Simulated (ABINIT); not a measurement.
**A GW chain in ABINIT: BP (F-43m)**

How does a plane-wave GW calculation on BP (F-43m) run from the first input to the gap?

Method: PBE and many-body steps on it, plane waves, in ABINIT 10.8.3.

Most raw output is cut from this account.

### Step 1. The starting structure

The structure is cubic, space group F-43m (No. 216). Conventional cell: a = 4.538 Å, b = 4.538 Å, c = 4.538 Å, α = 90.00°, β = 90.00°, γ = 90.00°. Nearest to B lie 4 P at 1.97 Å. P has 4 B at 1.97 Å nearest. Farther neighbours are not listed.

The cell and positions come from the Crystallography Open Database and are kept as given unless a step says otherwise.

### Step 2. Ground state

This step: ABINIT 10.8.3; DFT, PBE, plane waves, norm-conserving pseudopotentials.

The ground-state density comes first.

Input file run.abi:

```
acell 3*1.0 Angstrom
rprim 
  0.000000000000 2.269000000000 2.269000000000
  2.269000000000 0.000000000000 2.269000000000
  2.269000000000 2.269000000000 0.000000000000
ntypat 2
znucl 5 15
natom 2
typat 1 2
xred 
  0.000000000000 0.000000000000 0.000000000000
  0.250000000000 0.250000000000 0.250000000000
pp_dirpath "pseudos"
pseudos "B.upf, P.upf"
ecut 34
ngkpt 8 8 8
nshiftk 1
shiftk 0 0 0
kptopt 1
chksymbreak 0
nband 9
occopt 1
tolvrs 1e-10
nstep 60
prtwf 0
optforces 0
optstress 0
indata_prefix "in"
outdata_prefix "out"
tmpdata_prefix "tmp"
```

Started as:

```sh
> OMP_NUM_THREADS=1 mpirun -n 4 abinit run.abi > log
```

Elapsed: 4.3 s, on 4 MPI ranks of Arm Neoverse V1, shared host; peak memory 0.25 GiB.

This step gave:

```yaml
total_energy: -269.3032 eV
gap: 1.280 eV
k_of_the_valence_top: 0, 0, 0
k_of_the_conduction_bottom: 0.375, 0.375, 0
least_direct_gap: 3.407 eV
```

The gap is indirect, with the least direct gap 2.13 eV higher.

### Step 3. Bands along the symmetry lines

Levels along a band path, at the cheap level, show where the edges lie and whether the meshes to come will hold them.

Input file run.abi:

```
acell 3*1.0 Angstrom
rprim 
  0.000000000000 2.269000000000 2.269000000000
  2.269000000000 0.000000000000 2.269000000000
  2.269000000000 2.269000000000 0.000000000000
ntypat 2
znucl 5 15
natom 2
typat 1 2
xred 
  0.000000000000 0.000000000000 0.000000000000
  0.250000000000 0.250000000000 0.250000000000
pp_dirpath "pseudos"
pseudos "B.upf, P.upf"
ecut 34
iscf -2
irdden 1
kptopt 0
nkpt 50
kpt 
  0.00000000 0.00000000 0.00000000
  -0.06250000 -0.06250000 0.00000000
  -0.12500000 -0.12500000 0.00000000
  -0.18750000 -0.18750000 0.00000000
  -0.25000000 -0.25000000 0.00000000
  -0.31250000 -0.31250000 0.00000000
  -0.37500000 -0.37500000 0.00000000
  -0.43750000 -0.43750000 0.00000000
  -0.50000000 -0.50000000 0.00000000
  -0.48437500 -0.48437500 0.03125000
  -0.46875000 -0.46875000 0.06250000
  -0.45312500 -0.45312500 0.09375000
  -0.43750000 -0.43750000 0.12500000
  -0.42187500 -0.42187500 0.15625000
  -0.40625000 -0.40625000 0.18750000
  -0.39062500 -0.39062500 0.21875000
  -0.37500000 -0.37500000 0.25000000
  -0.37500000 0.00000000 0.37500000
  -0.32812500 0.00000000 0.32812500
  -0.28125000 0.00000000 0.28125000
  -0.23437500 0.00000000 0.23437500
  -0.18750000 0.00000000 0.18750000
  -0.14062500 0.00000000 0.14062500
  -0.09375000 0.00000000 0.09375000
  -0.04687500 0.00000000 0.04687500
  0.00000000 0.00000000 0.00000000
  0.00000000 0.00000000 0.06250000
  0.00000000 0.00000000 0.12500000
  0.00000000 0.00000000 0.18750000
  0.00000000 0.00000000 0.25000000
  0.00000000 0.00000000 0.31250000
  0.00000000 0.00000000 0.37500000
  0.00000000 0.00000000 0.43750000
  0.00000000 0.00000000 0.50000000
  -0.06250000 -0.03125000 0.46875000
  -0.12500000 -0.06250000 0.43750000
  -0.18750000 -0.09375000 0.40625000
  -0.25000000 -0.12500000 0.37500000
  -0.31250000 -0.15625000 0.34375000
  -0.37500000 -0.18750000 0.31250000
  -0.43750000 -0.21875000 0.28125000
  -0.50000000 -0.25000000 0.25000000
  -0.50000000 -0.28125000 0.21875000
  -0.50000000 -0.31250000 0.18750000
  -0.50000000 -0.34375000 0.15625000
  -0.50000000 -0.37500000 0.12500000
  -0.50000000 -0.40625000 0.09375000
  -0.50000000 -0.43750000 0.06250000
  -0.50000000 -0.46875000 0.03125000
  -0.50000000 -0.50000000 0.00000000
istwfk *1
nband 11
nbdbuf 2
tolwfr 1e-08
nstep 40
prtwf 0
prtvol 0
indata_prefix "in"
outdata_prefix "out"
tmpdata_prefix "tmp"
```

Elapsed: 4 s, on 4 MPI ranks; peak memory 0.24 GiB; 16 s of CPU time.

This step gave:

```yaml
gap: 1.260 eV
k_of_the_valence_top: 0, 0, 0
k_of_the_conduction_bottom: -0.4375, -0.4375, 0
least_direct_gap: 3.407 eV
```

The gap is 1.260 eV, −0.020 eV from the run before at this level.

The electronic bands at the labelled points (eV, zero at the top of the highest filled band; v1 is the highest filled band, c1 the lowest empty one):

| point | v4 | v3 | v2 | v1 | c1 | c2 | c3 | c4 |
| --- | --- | --- | --- | --- | --- | --- | --- | --- |
| Γ | -15.46 | 0.00 | 0.00 | 0.00 | 3.41 | 3.41 | 3.41 | 7.36 |
| halfway | -13.98 | -3.69 | -2.73 | -2.73 | 1.82 | 4.96 | 7.71 | 7.71 |
| X | -10.61 | -8.58 | -4.11 | -4.11 | 1.35 | 1.67 | 12.07 | 12.07 |
| halfway | -10.55 | -8.46 | -5.05 | -3.96 | 1.65 | 3.01 | 11.32 | 11.62 |
| U | -10.61 | -8.16 | -6.22 | -3.50 | 2.16 | 6.00 | 9.71 | 10.59 |
| jump to K | -10.61 | -8.16 | -6.22 | -3.50 | 2.16 | 6.00 | 9.71 | 10.59 |
| halfway | -13.81 | -4.91 | -3.87 | -1.08 | 4.56 | 5.09 | 6.13 | 8.30 |
| Γ | -15.46 | 0.00 | 0.00 | 0.00 | 3.41 | 3.41 | 3.41 | 7.36 |
| halfway | -14.35 | -4.84 | -1.12 | -1.12 | 4.00 | 4.76 | 4.76 | 9.60 |
| L | -12.14 | -9.03 | -1.76 | -1.76 | 3.78 | 4.72 | 4.72 | 10.13 |
| halfway | -11.48 | -8.44 | -4.52 | -3.11 | 4.19 | 5.20 | 8.29 | 9.77 |
| W | -10.33 | -8.05 | -5.67 | -5.47 | 5.33 | 6.77 | 7.23 | 7.45 |
| halfway | -10.48 | -8.36 | -4.93 | -4.86 | 2.90 | 3.37 | 10.21 | 10.99 |
| X | -10.61 | -8.58 | -4.11 | -4.11 | 1.35 | 1.67 | 12.07 | 12.07 |

### Step 4. Empty states on the mesh, 6×6×6 mesh, 65 bands

The sums over transitions need many empty states on a uniform mesh; this step solves for them.

Input file run.abi:

```
acell 3*1.0 Angstrom
rprim 
  0.000000000000 2.269000000000 2.269000000000
  2.269000000000 0.000000000000 2.269000000000
  2.269000000000 2.269000000000 0.000000000000
ntypat 2
znucl 5 15
natom 2
typat 1 2
xred 
  0.000000000000 0.000000000000 0.000000000000
  0.250000000000 0.250000000000 0.250000000000
pp_dirpath "pseudos"
pseudos "B.upf, P.upf"
ecut 34
ngkpt 6 6 6
nshiftk 1
shiftk 0 0 0
kptopt 1
chksymbreak 0
irdden 1
istwfk *1
nband 65
prtvol 0
optdriver 6
gwr_task "HDIAGO"
paral_kgb 0
occopt 1
indata_prefix "in"
outdata_prefix "out"
tmpdata_prefix "tmp"
```

It took 15 s on 4 MPI ranks; peak memory 0.71 GiB.

This step gave:

* gap: 1.347 eV
* k of the valence top: 0, 0, 0
* k of the conduction bottom: 0.5, 0.5, 0
* least direct gap: 3.407 eV
* k points computed: 16
* lowest point of the top converged band, above the valence top: 75.1664 eV

On this mesh the gap is 1.347 eV. The earlier step found 1.280 eV, so this mesh misses an edge.

### Step 5. Screening, 6×6×6 mesh, 57 bands, screening to 163.3 eV

The RPA dielectric matrix is built and inverted for each q.

This step: RPA screening on PBE, plane waves, norm-conserving pseudopotentials.

Changes to run.abi since step 4:

```diff
@@ -20,10 +20,11 @@
 chksymbreak 0
-irdden 1
 istwfk *1
-nband 65
-prtvol 0
-optdriver 6
-gwr_task "HDIAGO"
-paral_kgb 0
 occopt 1
+irdwfk 1
+optdriver 3
+nband 57
+ecuteps 6
+inclvkb 2
+awtr 1
+symchi 1
 indata_prefix "in"
```

Wall time 23 s (4 MPI ranks); peak memory 0.57 GiB; 92 s of CPU time.

This step gave:

```yaml
eps_infinity_with_local_fields_on_this_mesh_along_the_program_s_q_direction: 9.733
the_same_without_local_fields: 10.65
plasma_frequency: 21.73 eV
plane_waves_in_the_screening_matrix: 113
```

Local fields lower ε∞ by 9 %.

### Step 6. Self-energy, 6×6×6 mesh, 57 bands, screening to 163.3 eV

The self-energy is evaluated for the states that the input lists, and the levels follow from it, in one-shot runs by the linearised quasiparticle equation.

This step: G0W0 on PBE, plane waves, norm-conserving pseudopotentials.

Changes to run.abi since step 5:

```diff
@@ -23,8 +23,17 @@
 irdwfk 1
-optdriver 3
+optdriver 4
 nband 57
+gwcalctyp 0
+ecutsigx 34
+symsigma 1
+nkptgw 2
+kptgw 
+  0.0000000000 0.0000000000 0.0000000000
+  0.5000000000 0.5000000000 0.0000000000
+bdgw 
+  2 7
+  3 6
 ecuteps 6
-inclvkb 2
-awtr 1
-symchi 1
+irdscr 1
+ppmodel 1
 indata_prefix "in"
```

It took 4.8 s on 4 MPI ranks; peak memory 0.52 GiB.

Numbers from this step:

```
G0W0 gap on the points computed              : 2.006 eV
starting gap on the mesh                     : 1.347 eV
k of the valence top                         : 0, 0, 0
k of the conduction bottom                   : 0.5, 0.5, 0
Z at the valence top                         : 0.793
Z at the conduction bottom                   : 0.805
least direct G0W0 gap on the computed points : 4.254 eV
```

The gap on the mesh goes from 1.35 eV to 2.01 eV, a correction of +0.66 eV. The start differs from the 1.28 eV found before because the two sample other k points.

Limits: finite bands, cutoff and mesh. v1 is the top filled band, c1 the lowest empty one. Levels before and after the correction, in eV, zero at the valence-band top of each column:

|  | conduction bottom | valence top |
| --- | --- | --- |
| Kohn-Sham | 1.35 | 0.00 |
| G0W0 | 2.01 | 0.00 |

|  | level | energy (eV) |
| --- | --- | --- |
| Kohn-Sham | Γ v3-v1 | 0.000 |
| Kohn-Sham | Γ c1-c3 | 3.407 |
| Kohn-Sham | (0.5 0.5 0) v2-v1 | -4.114 |
| Kohn-Sham | (0.5 0.5 0) c1 | 1.347 |
| Kohn-Sham | (0.5 0.5 0) c2 | 1.667 |
| G0W0 | Γ v3-v1 | 0.000 |
| G0W0 | Γ c1-c3 | 4.254 |
| G0W0 | (0.5 0.5 0) v2-v1 | -4.332 |
| G0W0 | (0.5 0.5 0) c1 | 2.006 |
| G0W0 | (0.5 0.5 0) c2 | 2.378 |

### Step 7. Where the time went

Times are wall times on 4 MPI ranks of Arm Neoverse V1, shared host, good to a factor of about two.

| step | time | share | memory (GiB) |
| --- | --- | --- | --- |
| ground state | 4.3 s | 8 % | 0.25 |
| bands along the symmetry lines | 4 s | 8 % | 0.24 |
| empty states on the mesh | 15 s | 29 % | 0.71 |
| screening | 23 s | 45 % | 0.57 |
| self-energy | 4.8 s | 10 % | 0.52 |

### Step 8. What came out

| Property | Result |
| --- | --- |
| PBE gap | 1.26 eV, indirect |
| G0W0 gap on the mesh | 2.01 eV |
| G0W0 gap over the zone (rigid shift) | 1.92 eV |
| GW settings | 6×6×6 mesh, 57 bands, screening to 163.3 eV, Godby-Needs plasmon pole |
| known limits | not at the basis limit |

What this shows: G0W0 moves the gap on the mesh from 1.35 eV to 2.01 eV (+0.66 eV), with Z of 0.79 and 0.81 at the edges. The mesh misses the band edges by 0.09 eV in all; a rigid shift gives 1.92 eV for the zone. Local fields lower the RPA ε∞ on this mesh from 10.65 to 9.73. Only 2 of the mesh's irreducible points were corrected, so a valley elsewhere could overtake. The dearest step here is «screening». Bands and cutoff are finite, so the gap is not at the basis limit. The miss can reach some tenths of an eV and take either sign; the mesh is an error of its own. In the G0W0 run levels were corrected at 2 k points alone, so a gap called «on the mesh» is the least over those, and an edge elsewhere would be missed. A denser mesh or path gives a starting gap of 1.26 eV: the GW mesh misses a band edge, so its gaps are not the fundamental one.

[Paths, hosts, dates, memory and timing lines, banners, echoed tables and standing remarks are left out of the program output.]

[Logs are printed without paths, hosts, clocks, repeated set-up lines and the standing remarks that a program may print on its own settings, such as how far it seeks lower states.]

[Runs of the session that timed out or met a known fault of the program may be left out.]

[Hosts, paths, dates, database ids (printed as entryN), source tags and the programs' standing remarks are cut or masked in the printed files.]

[G0W0 gaps are taken among the corrected bands and points alone; a level outside them can change the order at an edge.]

[Where Ansatz stands beside ABINIT at settings called matched, ABINIT's density can come from a denser mesh and the files from another edition; pairs whose starting gaps differed by over 0.03 eV were left out, so agreement reads better than it is.]
